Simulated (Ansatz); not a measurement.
**Electron scattering at the Σ3 (111) boundary in fcc Ni**

Aim: the relaxed structure and the specific resistance of the Σ3 (111) boundary in fcc Ni.

Method: Ansatz plane-wave DFT, PBE, PAW files, collinear spin; relaxation of a bicrystal slab with its lowest layers held; PAW set soft_1, in the first sound run; inputs show where later runs differ, in Ansatz 0.2.0.

### 1. The starting structure

The cell holds 10 atoms: 10 Ni. Cell: a = 2.492 Å, b = 2.492 Å, c = 29.311 Å, α = 90.0°, β = 90.0°, γ = 120.0°. It derives from Ni. built on the (1 1 1) plane; 1 overlapping atoms removed and the grains opened by 0 Å. Vacuum lies along c.

### 2. Relaxing the bicrystal

The boundary is built by mirroring the lower grain in the boundary plane and removing any atoms that overlap. A thin bicrystal slab is relaxed first, with the lowest layers held and the upper grain free to shift and open.

Contents of input.yaml:

```yaml
crystal:
  lattice:
    - [2.4918442969, 0.0, 0.0]
    - [-1.2459221485, 2.1580004634, 0.0]
    - [0.0, 0.0, 29.3112411374]
  atoms:
    - { symbol: Ni, position: [0.6666666666, 0.3333333333, 0.1705830189], spin: 1.0 }
    - { symbol: Ni, position: [1.0, 0.0, 0.2399960587], spin: 1.0 }
    - { symbol: Ni, position: [0.3333333333, 0.6666666667, 0.3094090985], spin: 1.0 }
    - { symbol: Ni, position: [0.6666666667, 0.3333333333, 0.3788221384], spin: 1.0 }
    - { symbol: Ni, position: [0.0, 0.0, 0.4482351782], spin: 1.0 }
    - { symbol: Ni, position: [0.6666666667, 0.3333333333, 0.517648218], spin: 1.0 }
    - { symbol: Ni, position: [0.3333333333, 0.6666666667, 0.5870612579], spin: 1.0 }
    - { symbol: Ni, position: [1.0, 0.0, 0.6564742977], spin: 1.0 }
    - { symbol: Ni, position: [0.6666666666, 0.3333333333, 0.7258873375], spin: 1.0 }
    - { symbol: Ni, position: [0.3333333333, 0.6666666667, 0.7953003774], spin: 1.0 }
magnetization:
  spin_polarized: true
kpoints:
  mp_grid: { grid: [11, 11, 1] }
hamiltonian:
  xc: pbe
  pseudopotentials: { kind: paw, azcp: { folder: soft_1 } }
scf:
  occupations: { method: fermi_dirac, width: 0.1 }
relax:
  f_tol: 0.03
  max_steps: 80
  constraints: [{ sites: [0, 1] }]
```

On the command line:

```bash
> ansatz run input.yaml --threads 8 --pin off --max-ram 15360MiB --backend cpu --events-out ev --progress --plain --runs-dir out
```

Numbers of over 12 decimals in the logs are rounded to 6 here.

What it wrote:

```text
Engine: ansatz 0.2.0, aarch64-unknown-linux-gnu
Pseudopotentials: kind: paw
Pseudopotential: Ni, paw, valence charge 18, recommended cutoff 420 eV (normal), soft_1/Ni.paw.azcp
Functional definition: PBE
  parameter kappa = 0.804
  parameter beta = 0.066725
  exchange = pbe_x(kappa = kappa, mu = beta*pi^2/3)
  correlation = pbe_c(beta = beta)
Crystal: 10 atoms, lattice volume = 157.618 Å³
Basis set: ecut = 420 eV, 2971 PW (Γ), exchange–correlation on 36×36×400 points (8 copies of the dense FFT grid, shifted against one another)
Bands: 114, of which v1, the nominal top of the filled ones, is band 90 counted from 1 (89 counted from 0)
Symmetry: 6 space group operations
Space group: P3m1 (ITA 156), of the structure as read, at distance tolerance 5.4e-5 Å
Magnetic group: BNS 156.49 (UNI 1279), of the structure as read, at distance tolerance 5.4e-5 Å
k-points: 16 of 121 (time reversal used)
Non-local potential: Ni, projectors of the file, l = 0: 3, l = 1: 2, l = 2: 3, l = 3: 1
PAW form: soft (Blöchl's): semilocal exchange-correlation on the pseudo side does not see the compensation charge
PAW one-centre angular grid: Ni, 590 points (default); XC on 64 Gauss nodes
Initial density: superposition of atomic densities (neutral atoms: chi_scale 0, normalization atom)
Starting moments: Σ|m| = 10 μB on 10 of 10 sites
Initial wavefunctions: pseudopotential atomic-orbital guess
Functional: x = pbe(κ = 0.804, μ = 0.219515), c = pbe(β = 0.066725)
SCF iter   1: F=—  HF=-58388.973894 eV  |F-HF|=—  |Δ(HF+E_count)|=         —  Δρ=4.24e-2 (↑2.20e-2 ↓4.24e-2)  dr2=8.89e0  dr2_m=2.05e-1  M=9.021 μB ∫|m|=9.598 μB  β_m=0.30  ethr=3.10e-3  ⟨swp⟩=6.5  Hψ=14300  notcnv=0  defer=161
Mixer restart at iter 1: flushing history
preconditioner: auto → LDOS  [metal: Δε(μ)=0.001 eV  Ē_g=8.535 eV  σ=0.100 eV  W_gap=0.00  n_scr=26 (ndim 8)  ℏωp=29.6 eV  f_vac=0.279  D(μ)=16.77/eV (n_scr^D=226)]
spin=Collinear: LDOS preconditioning applied to the charge; magnetization (m = ρ↑ − ρ↓) channel mixes plain (no charge-response kernel on spin).
SCF iter   2: F=—  HF=-58389.229699 eV  |F-HF|=—  |Δ(HF+E_count)|=   2.56e-1  Δρ=1.17e-2 (↑1.17e-2 ↓1.04e-2)  dr2=4.88e-1  dr2_m=5.31e-2  M=8.512 μB ∫|m|=9.246 μB  β_m=0.30  ethr=3.10e-3  ⟨swp⟩=2.8  Hψ=5888  notcnv=0  defer=275
SCF iter   3: F=—  HF=-58392.025472 eV  |F-HF|=—  |Δ(HF+E_count)|=    2.80e0  Δρ=7.88e-3 (↑5.47e-3 ↓7.88e-3)  dr2=1.17e-1  dr2_m=3.35e-2  M=8.225 μB ∫|m|=9.064 μB  β_m=0.46  ethr=2.71e-4  ⟨swp⟩=2.7  Hψ=6392  notcnv=0  defer=273
SCF iter   4: F=—  HF=-58395.102776 eV  |F-HF|=—  |Δ(HF+E_count)|=         —  Δρ=2.43e-2 (↑1.49e-2 ↓2.43e-2)  dr2=1.52e-1  dr2_m=5.44e-1  M=6.783 μB ∫|m|=7.709 μB  β_m=0.46  ethr=6.49e-5  ⟨swp⟩=2.8  Hψ=7516  notcnv=0  defer=275
SCF iter   5: F=—  HF=-58395.545833 eV  |F-HF|=—  |Δ(HF+E_count)|=   4.43e-1  Δρ=1.77e-2 (↑9.22e-3 ↓1.77e-2)  dr2=9.97e-2  dr2_m=2.53e-1  M=6.630 μB ∫|m|=7.549 μB  β_m=0.60  ethr=6.49e-5  ⟨swp⟩=1.8  Hψ=4625  notcnv=0  defer=274
SCF iter   6: F=—  HF=-58396.235171 eV  |F-HF|=—  |Δ(HF+E_count)|=   6.89e-1  Δρ=7.82e-3 (↑7.82e-3 ↓6.39e-3)  dr2=2.94e-1  dr2_m=5.74e-3  M=6.364 μB ∫|m|=7.288 μB  β_m=0.50  ethr=5.54e-5  ⟨swp⟩=2.8  Hψ=7339  notcnv=0  defer=287
SCF iter   7: F=—  HF=-58396.201862 eV  |F-HF|=—  |Δ(HF+E_count)|=   3.33e-2  Δρ=1.76e-3 (↑1.76e-3 ↓1.17e-3)  dr2=1.76e-2  dr2_m=1.33e-3  M=6.269 μB ∫|m|=7.201 μB  β_m=0.47  ethr=5.54e-5  ⟨swp⟩=2.1  Hψ=7337  notcnv=0  defer=296
SCF iter   8: F=—  HF=-58396.199492 eV  |F-HF|=—  |Δ(HF+E_count)|=   2.37e-3  Δρ=6.13e-4 (↑6.13e-4 ↓4.80e-4)  dr2=2.25e-3  dr2_m=2.16e-4  M=6.277 μB ∫|m|=7.209 μB  β_m=0.58  ethr=9.77e-6  ⟨swp⟩=2.0  Hψ=4959  notcnv=0  defer=296
SCF iter   9: F=—  HF=-58396.199294 eV  |F-HF|=—  |Δ(HF+E_count)|=   1.98e-4  Δρ=4.03e-4 (↑4.03e-4 ↓3.19e-4)  dr2=3.57e-4  dr2_m=8.16e-5  M=6.281 μB ∫|m|=7.209 μB  β_m=0.53  ethr=1.25e-6  ⟨swp⟩=2.1  Hψ=5120  notcnv=0  defer=296
SCF iter  10: F=—  HF=-58396.199178 eV  |F-HF|=—  |Δ(HF+E_count)|=   1.15e-4  Δρ=2.06e-4 (↑1.44e-4 ↓2.06e-4)  dr2=1.05e-4  dr2_m=1.90e-5  M=6.281 μB ∫|m|=7.207 μB  β_m=0.57  ethr=1.99e-7  ⟨swp⟩=2.3  Hψ=5912  notcnv=0  defer=296
SCF iter  11: F=—  HF=-58396.199257 eV  |F-HF|=—  |Δ(HF+E_count)|=   7.90e-5  Δρ=9.40e-5 (↑9.40e-5 ↓8.01e-5)  dr2=5.62e-6  dr2_m=9.43e-6  M=6.282 μB ∫|m|=7.207 μB  β_m=0.76  ethr=5.81e-8  ⟨swp⟩=2.5  Hψ=5804  notcnv=0  defer=296
SCF iter  12: F=—  HF=-58396.199286 eV  |F-HF|=—  |Δ(HF+E_count)|=   2.82e-5  Δρ=6.11e-5 (↑6.11e-5 ↓5.94e-5)  dr2=1.72e-5  dr2_m=3.65e-7  M=6.284 μB ∫|m|=7.207 μB  β_m=0.62  ethr=3.12e-9  ⟨swp⟩=2.7  Hψ=7178  notcnv=0  defer=296
SCF iter  13: F=-58396.199272 eV  HF=-58396.199283 eV  |F-HF|=1.14e-5  |Δ(HF+E_count)|=   2.37e-6  Δρ=7.91e-5 (↑3.85e-5 ↓7.91e-5)  dr2=1.39e-5  dr2_m=7.97e-7  M=6.284 μB ∫|m|=7.206 μB  ethr=3.12e-9  ⟨swp⟩=2.9  Hψ=14174  notcnv=0
SCF 1 converged in 13 iterations: F = -58396.199272 eV  dr2 = 1.39e-5
  greatest PAW one-centre occupation: 1.001 electrons in one spin orbital (limit 2), on the Ni atom at site 9 (counted from 0), in its partial waves of l = 1
relax step   1: F+E_penalty+E_count = -58396.19927187 eV  Δ(F+E_penalty+E_count) = +0.000e0 eV  max|allowed force component| = 1.599e-1 eV/Å  Δτ_max = 0.0000 Å  (13 SCF iters, dr2 threshold 2.25e-5 eV, accepted)
Initial density: handed on by an earlier stage of this run
Starting moments: Σ|m| = 10 μB on 10 of 10 sites; this step starts from the density that it was given
Initial wavefunctions: those handed on with the density
iter 1 solved again at ethr=3.53e-6 eV; its pass at ethr=3.10e-3 eV (dr2=6.35e-3 eV) is discarded
SCF iter   1: F=—  HF=-58396.201263 eV  |F-HF|=—  |Δ(HF+E_count)|=         —  Δρ=7.60e-4 (↑4.30e-4 ↓7.60e-4)  dr2=4.58e-3  dr2_m=2.09e-4  M=6.286 μB ∫|m|=7.207 μB  β_m=0.65  ethr=3.53e-6  ⟨swp⟩=2.2  Hψ=10517  notcnv=0  defer=304
preconditioner: auto → LDOS  [metal: Δε(μ)=0.004 eV  Ē_g=8.680 eV  σ=0.100 eV  W_gap=0.01  n_scr=16 (ndim 8)  ℏωp=29.6 eV  f_vac=0.287  D(μ)=17.29/eV (n_scr^D=226)]
spin=Collinear: LDOS preconditioning applied to the charge; magnetization (m = ρ↑ − ρ↓) channel mixes plain (no charge-response kernel on spin).
SCF iter   2: F=—  HF=-58396.201211 eV  |F-HF|=—  |Δ(HF+E_count)|=   5.22e-5  Δρ=4.32e-4 (↑4.32e-4 ↓3.39e-4)  dr2=1.45e-3  dr2_m=4.74e-5  M=6.286 μB ∫|m|=7.207 μB  β_m=0.37  ethr=2.54e-6  ⟨swp⟩=2.0  Hψ=5191  notcnv=0  defer=304
SCF iter   3: F=—  HF=-58396.201005 eV  |F-HF|=—  |Δ(HF+E_count)|=   2.06e-4  Δρ=2.14e-4 (↑1.96e-4 ↓2.14e-4)  dr2=7.16e-5  dr2_m=2.85e-5  M=6.285 μB ∫|m|=7.207 μB  β_m=0.37  ethr=8.08e-7  ⟨swp⟩=2.0  Hψ=5171  notcnv=0  defer=304
SCF iter   4: F=—  HF=-58396.201018 eV  |F-HF|=—  |Δ(HF+E_count)|=   1.38e-5  Δρ=1.17e-4 (↑9.54e-5 ↓1.17e-4)  dr2=7.15e-5  dr2_m=1.00e-5  M=6.285 μB ∫|m|=7.206 μB  β_m=0.48  ethr=3.98e-8  ⟨swp⟩=2.5  Hψ=6030  notcnv=0  defer=304
SCF iter   5: F=—  HF=-58396.201039 eV  |F-HF|=—  |Δ(HF+E_count)|=   2.03e-5  Δρ=5.82e-5 (↑4.76e-5 ↓5.82e-5)  dr2=2.44e-5  dr2_m=3.11e-6  M=6.284 μB ∫|m|=7.206 μB  β_m=0.55  ethr=3.97e-8  ⟨swp⟩=1.5  Hψ=4285  notcnv=0  defer=304
SCF iter   6: F=—  HF=-58396.201042 eV  |F-HF|=—  |Δ(HF+E_count)|=   3.64e-6  Δρ=3.81e-5 (↑3.81e-5 ↓2.30e-5)  dr2=6.91e-6  dr2_m=5.32e-7  M=6.284 μB ∫|m|=7.205 μB  β_m=0.50  ethr=1.35e-8  ⟨swp⟩=2.1  Hψ=4890  notcnv=0  defer=304
SCF iter   7: F=—  HF=-58396.201042 eV  |F-HF|=—  |Δ(HF+E_count)|=   4.36e-7  Δρ=1.54e-5 (↑1.54e-5 ↓1.21e-5)  dr2=2.31e-6  dr2_m=2.07e-7  M=6.284 μB ∫|m|=7.205 μB  β_m=0.54  ethr=3.84e-9  ⟨swp⟩=2.1  Hψ=4641  notcnv=0  defer=304
SCF iter   8: F=—  HF=-58396.201042 eV  |F-HF|=—  |Δ(HF+E_count)|=   3.32e-7  Δρ=8.21e-6 (↑6.99e-6 ↓8.21e-6)  dr2=6.50e-7  dr2_m=6.35e-8  M=6.283 μB ∫|m|=7.205 μB  β_m=0.62  ethr=1.28e-9  ⟨swp⟩=1.6  Hψ=4111  notcnv=0  defer=304
SCF iter   9: F=—  HF=-58396.201042 eV  |F-HF|=—  |Δ(HF+E_count)|=   2.77e-7  Δρ=2.55e-5 (↑9.06e-6 ↓2.55e-5)  dr2=4.58e-6  dr2_m=1.24e-7  M=6.283 μB ∫|m|=7.205 μB  β_m=0.50  ethr=3.61e-10  ⟨swp⟩=2.0  Hψ=5164  notcnv=0  defer=304
SCF iter  10: F=-58396.201042 eV  HF=-58396.201042 eV  |F-HF|=4.26e-7  |Δ(HF+E_count)|=   6.17e-8  Δρ=1.22e-5 (↑3.72e-6 ↓1.22e-5)  dr2=4.64e-7  dr2_m=2.99e-8  M=6.283 μB ∫|m|=7.204 μB  ethr=3.61e-10  ⟨swp⟩=2.9  Hψ=12054  notcnv=0
SCF 2 converged in 10 iterations: F = -58396.201042 eV  dr2 = 4.64e-7
  greatest PAW one-centre occupation: 1.001 electrons in one spin orbital (limit 2), on the Ni atom at site 0 (counted from 0), in its partial waves of l = 1
relax step   2: F+E_penalty+E_count = -58396.20104193 eV  Δ(F+E_penalty+E_count) = -1.770e-3 eV  max|allowed force component| = 9.502e-2 eV/Å  Δτ_max = 0.0177 Å  (10 SCF iters, dr2 threshold 1.60e-6 eV, accepted)
SCF iter   1: F=—  HF=-58396.202660 eV  |F-HF|=—  |Δ(HF+E_count)|=         —  Δρ=1.17e-3 (↑6.59e-4 ↓1.17e-3)  dr2=1.48e-2  dr2_m=5.69e-4  M=6.285 μB ∫|m|=7.204 μB  β_m=0.65  ethr=6.10e-5  ⟨swp⟩=4.5  Hψ=8236  notcnv=0  defer=301
preconditioner: auto → LDOS  [metal: Δε(μ)=0.004 eV  Ē_g=8.685 eV  σ=0.100 eV  W_gap=0.01  n_scr=16 (ndim 8)  ℏωp=29.6 eV  f_vac=0.288  D(μ)=17.26/eV (n_scr^D=226)]
spin=Collinear: LDOS preconditioning applied to the charge; magnetization (m = ρ↑ − ρ↓) channel mixes plain (no charge-response kernel on spin).
SCF iter   2: F=—  HF=-58396.202291 eV  |F-HF|=—  |Δ(HF+E_count)|=   3.69e-4  Δρ=6.39e-4 (↑6.39e-4 ↓4.80e-4)  dr2=2.32e-3  dr2_m=1.42e-4  M=6.285 μB ∫|m|=7.205 μB  β_m=0.37  ethr=8.22e-6  ⟨swp⟩=2.0  Hψ=5411  notcnv=0  defer=298
SCF iter   3: F=—  HF=-58396.201890 eV  |F-HF|=—  |Δ(HF+E_count)|=   4.01e-4  Δρ=3.24e-4 (↑2.80e-4 ↓3.24e-4)  dr2=8.65e-5  dr2_m=7.52e-5  M=6.284 μB ∫|m|=7.204 μB  β_m=0.41  ethr=1.29e-6  ⟨swp⟩=2.1  Hψ=5160  notcnv=0  defer=298
SCF iter   4: F=—  HF=-58396.201933 eV  |F-HF|=—  |Δ(HF+E_count)|=   4.29e-5  Δρ=1.95e-4 (↑1.45e-4 ↓1.95e-4)  dr2=5.52e-5  dr2_m=2.70e-5  M=6.284 μB ∫|m|=7.203 μB  β_m=0.54  ethr=4.80e-8  ⟨swp⟩=2.8  Hψ=6168  notcnv=0  defer=298
SCF iter   5: F=—  HF=-58396.201969 eV  |F-HF|=—  |Δ(HF+E_count)|=   3.57e-5  Δρ=7.98e-5 (↑7.98e-5 ↓3.98e-5)  dr2=3.42e-5  dr2_m=2.87e-6  M=6.283 μB ∫|m|=7.202 μB  β_m=0.51  ethr=3.07e-8  ⟨swp⟩=2.0  Hψ=6312  notcnv=0  defer=298
SCF iter   6: F=—  HF=-58396.201968 eV  |F-HF|=—  |Δ(HF+E_count)|=   5.88e-7  Δρ=2.92e-5 (↑2.92e-5 ↓2.83e-5)  dr2=3.13e-6  dr2_m=5.85e-7  M=6.283 μB ∫|m|=7.202 μB  β_m=0.50  ethr=1.90e-8  ⟨swp⟩=2.0  Hψ=4772  notcnv=0  defer=298
SCF iter   7: F=—  HF=-58396.201968 eV  |F-HF|=—  |Δ(HF+E_count)|=   2.98e-7  Δρ=1.94e-5 (↑1.94e-5 ↓1.93e-5)  dr2=2.65e-6  dr2_m=3.40e-7  M=6.282 μB ∫|m|=7.202 μB  β_m=0.54  ethr=1.74e-9  ⟨swp⟩=3.1  Hψ=7452  notcnv=0  defer=298
SCF iter   8: F=—  HF=-58396.201969 eV  |F-HF|=—  |Δ(HF+E_count)|=   3.33e-7  Δρ=9.75e-6 (↑7.55e-6 ↓9.75e-6)  dr2=2.49e-7  dr2_m=7.27e-8  M=6.282 μB ∫|m|=7.202 μB  β_m=0.56  ethr=1.47e-9  ⟨swp⟩=2.2  Hψ=4839  notcnv=0  defer=298
SCF iter   9: F=—  HF=-58396.201969 eV  |F-HF|=—  |Δ(HF+E_count)|=   1.16e-7  Δρ=4.71e-6 (↑4.71e-6 ↓4.09e-6)  dr2=1.42e-7  dr2_m=1.60e-8  M=6.282 μB ∫|m|=7.201 μB  β_m=0.51  ethr=1.38e-10  ⟨swp⟩=2.1  Hψ=6063  notcnv=0  defer=298
SCF iter  10: F=—  HF=-58396.201969 eV  |F-HF|=—  |Δ(HF+E_count)|=   1.83e-8  Δρ=3.29e-6 (↑3.29e-6 ↓2.24e-6)  dr2=1.47e-7  dr2_m=5.44e-9  M=6.282 μB ∫|m|=7.201 μB  β_m=0.47  ethr=7.91e-11  ⟨swp⟩=2.1  Hψ=5090  notcnv=0  defer=298
SCF iter  11: F=—  HF=-58396.201969 eV  |F-HF|=—  |Δ(HF+E_count)|=   1.59e-9  Δρ=1.30e-6 (↑1.30e-6 ↓1.19e-6)  dr2=2.20e-8  dr2_m=6.71e-10  M=6.282 μB ∫|m|=7.201 μB  β_m=0.40  ethr=7.91e-11  ⟨swp⟩=1.5  Hψ=3875  notcnv=0  defer=298
SCF iter  12: F=-58396.201969 eV  HF=-58396.201969 eV  |F-HF|=5.60e-8  |Δ(HF+E_count)|=  5.82e-10  Δρ=4.25e-6 (↑6.06e-7 ↓4.25e-6)  dr2=6.56e-8  dr2_m=5.19e-9  M=6.282 μB ∫|m|=7.201 μB  ethr=1.22e-11  ⟨swp⟩=2.4  Hψ=11157  notcnv=0
SCF 3 converged in 12 iterations: F = -58396.201969 eV  dr2 = 6.56e-8
relax step   3: F+E_penalty+E_count = -58396.20196863 eV  Δ(F+E_penalty+E_count) = -9.267e-4 eV  max|allowed force component| = 2.743e-3 eV/Å  Δτ_max = 0.0263 Å  (12 SCF iters, accepted)
SCF converged after 12 iterations
Magnetization: 6.2820 μB (93.1410 up, 86.8590 down)
Absolute magnetization: 7.2120 μB (∫|ρ↑−ρ↓|, with the PAW one-centre terms)
Spin contamination: 0.0817 ħ² per cell (⟨S²⟩ above its minimum at these occupations)
Per-site moments (μB) at R_I (Å): [(0.709376, 1.027886), (0.690787, 1.026172), (0.649629, 1.026172), (0.636572, 1.026472), (0.653464, 1.027886), (0.639683, 1.026667), (0.640399, 1.026667), (0.650777, 1.026686), (0.690320, 1.017771), (0.711542, 1.017771)]
Free energy (F): -58396.201969 eV
Harris-Foulkes:  -58396.201969 eV  (|F-HF|=5.60e-8)
Internal energy: -58395.642753 eV  (E = F + TS)
E sigma→0 (E₀):  -58395.922361 eV
Entropy (-TS):   -0.559215 eV (-55.922 meV/atom)
Fermi energy:    10.869716 eV
--- Per-component energies (eV) ---
  E_band       = -4145.236514
  E_kinetic    = 3388.351949
  E_local      = -282763.344827  (includes V_loc(G=0)·N_el)
  E_nonlocal   = -1172.152610
  E_hartree    = 141920.519502
  E_xc         = -1125.350769
  E_vxc        = -1451.675669  (∫ρ·V_xc dr)
  E_paw        = -16566.082180  (= ΣΔE_a)
  E_vpaw       = -5987.465411  (= ΣTr[D̂ρ^β])
  E_aug_tail   = 0.009747  (compensation charges beyond the density's cutoff)
  E_ewald      = 97922.406434
  E_smearing   = -0.559215  (= −TS)
  E_closure    = -0.000000  (closes the sum)
  Σ components = -58396.201969   (vs F -58396.201969, Δ=0.00e0)
--- Forces (eV/Å), atoms counted from 1 ---
  atom   1  Ni     0.00000000     0.00000000     0.15604085
  atom   2  Ni    -0.00000000    -0.00000000    -0.15550327
  atom   3  Ni    -0.00000000     0.00000000    -0.00012343
  atom   4  Ni    -0.00000000     0.00000000    -0.00004071
  atom   5  Ni    -0.00000000     0.00000000    -0.00032085
  atom   6  Ni    -0.00000000    -0.00000000    -0.00039867
  atom   7  Ni     0.00000000     0.00000000     0.00078150
  atom   8  Ni    -0.00000000     0.00000000    -0.00070015
  atom   9  Ni     0.00000000    -0.00000000    -0.00245873
  atom  10  Ni     0.00000000     0.00000000     0.00274278
  max |Σ_I F_I| component: 1.93e-5 eV/Å
--- Relaxed structure (3 steps of the walk, 3 accepted, 0 SCFs on fresh bases) ---
  F+E_penalty+E_count = -58396.20196863 eV   max|allowed force component| = 2.743e-3 eV/Å
  atoms:
    - { symbol: Ni, position: [0.666667, 0.333333, 0.170583] }
    - { symbol: Ni, position: [1.0, -1.887379141843379e-17, 0.239996] }
    - { symbol: Ni, position: [0.333333, 0.666667, 0.309235] }
    - { symbol: Ni, position: [0.666667, 0.333333, 0.378505] }
    - { symbol: Ni, position: [-1.505362890785461e-17, -1.8957343166421954e-17, 0.448043] }
    - { symbol: Ni, position: [0.666667, 0.333333, 0.517513] }
    - { symbol: Ni, position: [0.333333, 0.666667, 0.586803] }
    - { symbol: Ni, position: [1.0, -1.9027201489982676e-17, 0.656122] }
    - { symbol: Ni, position: [0.666667, 0.333333, 0.725413] }
    - { symbol: Ni, position: [0.333333, 0.666667, 0.793799] }
```

Elapsed: 2.3 min, on 8 threads of Arm Neoverse N1, shared host; peak memory 1.2 GiB.

The steps of the relaxation:

```
step  energy less that of the first step (eV)  largest force component (eV/Å)
   1                                   0.0000                          0.1599
   2                                  -0.0018                          0.0950
   3                                  -0.0027                          0.0027
```

Forces are held to the 6 operations that the run works with; a distortion that breaks them can't arise in this run.

The atoms that moved most (Å):

```
atom     dx     dy      dz  length
Ni10  0.000  0.000  -0.044   0.044
 Ni9  0.000  0.000  -0.014   0.014
 Ni8  0.000  0.000  -0.010   0.010
 Ni4  0.000  0.000  -0.009   0.009
 Ni7  0.000  0.000  -0.008   0.008
 Ni5  0.000  0.000  -0.006   0.006
 Ni3  0.000  0.000  -0.005   0.005
```

Numbers from this step:

```yaml
free_energy: -58396.2020 eV
energy_at_zero_smearing: -58395.9224 eV
fermi_energy: 10.87 eV
magnetization: 6.282 μB
absolute_magnetization: 7.212 μB
```

The largest force component on a free atom ends at 0.0027 eV/Å, under the tolerance of 0.03, after 3 steps.

[end of part 1 of 3]

[Logs are printed without paths, hosts, clocks, repeated set-up lines and the standing remarks that a program may print on its own settings, such as how far it seeks lower states.]

[Hosts, paths, dates, database ids (printed as entryN), source tags and the programs' standing remarks are cut or masked in the printed files.]
